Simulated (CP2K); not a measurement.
1,2,4-triazole has these distinct N atoms: N2 (bonded to 2 C), N4 (bonded to C, N and H) and N5 (bonded to C and N).

```xyz
8

C     1.2470   -0.0166    0.0059
N     0.5217    1.1452    0.0023
C    -0.7322    0.7016   -0.0027
N    -0.7410   -0.6565   -0.0007
N     0.5297   -1.1413    0.0030
H     2.3321   -0.0407    0.0113
H    -1.6319    1.3083   -0.0090
H    -1.5253   -1.3000   -0.0101
```

Their partial N K spectra (CP2K XAS_TDP, all-electron GAPW, PBEh(45%), aug-cc-pVDZ, TDA, GW2X-corrected core level, no relativity) are given in random order, each times the number of alike atoms.

Gaussian full width 0.5 eV, oscillator strength per eV, alike atoms added, rows of zeros left out:

```
E (eV)  curve 1  curve 2  curve 3
400.25    0.001    0.000    0.000
400.50    0.011    0.000    0.000
400.75    0.063    0.000    0.007
401.00    0.090    0.000    0.050
401.25    0.032    0.000    0.094
401.50    0.003    0.000    0.045
401.75    0.000    0.000    0.005
402.75    0.001    0.009    0.000
403.00    0.004    0.048    0.000
403.25    0.005    0.064    0.000
403.50    0.002    0.022    0.000
403.75    0.000    0.002    0.000
404.25    0.000    0.000    0.005
404.50    0.003    0.004    0.014
404.75    0.005    0.022    0.012
405.00    0.003    0.029    0.008
405.25    0.001    0.010    0.023
405.50    0.002    0.001    0.037
405.75    0.005    0.000    0.034
406.00    0.008    0.000    0.022
406.25    0.004    0.000    0.010
406.50    0.001    0.001    0.012
406.75    0.010    0.006    0.016
407.00    0.036    0.017    0.020
407.25    0.043    0.026    0.017
407.50    0.038    0.032    0.009
407.75    0.026    0.024    0.004
408.00    0.014    0.023    0.006
408.25    0.009    0.040    0.011
408.50    0.006    0.033    0.009
408.75    0.007    0.026    0.003
409.00    0.008    0.023    0.003
409.25    0.003    0.015    0.007
409.50    0.001    0.010    0.015
409.75    0.001    0.006    0.028
410.00    0.007    0.014    0.018
410.25    0.026    0.029    0.004
410.50    0.028    0.021    0.002
410.75    0.008    0.007    0.005
411.00    0.002    0.008    0.014
411.25    0.006    0.009    0.018
411.50    0.013    0.004    0.010
411.75    0.023    0.002    0.002
```

Q: Which curve belongs to which atom?

Curve 1: N2 (bonded to 2 C), leading line at 400.94 eV (f = 0.050 an atom), ionisation energy 405.68 eV, term value 4.74 eV. Curve 2: N4 (bonded to C, N and H), leading line at 403.18 eV (f = 0.036 an atom), ionisation energy 407.98 eV, term value 4.80 eV. Curve 3: N5 (bonded to C and N), leading line at 401.24 eV (f = 0.050 an atom), ionisation energy 406.55 eV, term value 5.31 eV. The leading line of an atom is its first one with 35 % of the strongest within 2.5 eV of its lowest line over the strength cut. A line lies at the core ionisation energy, which rises as an atom loses charge to its neighbours or to a π system, less the term value, which is large for a low π* or σ* orbital with weight on that atom.

[Banner, clock and machine lines of the logs are left out without a mark of their own.]

[Logs are printed without paths, hosts, clocks, repeated set-up lines and the standing remarks that a program may print on its own settings, such as how far it seeks lower states.]

[Hosts, paths, dates, database ids (printed as entryN), source tags and the programs' standing remarks are cut or masked in the printed files.]
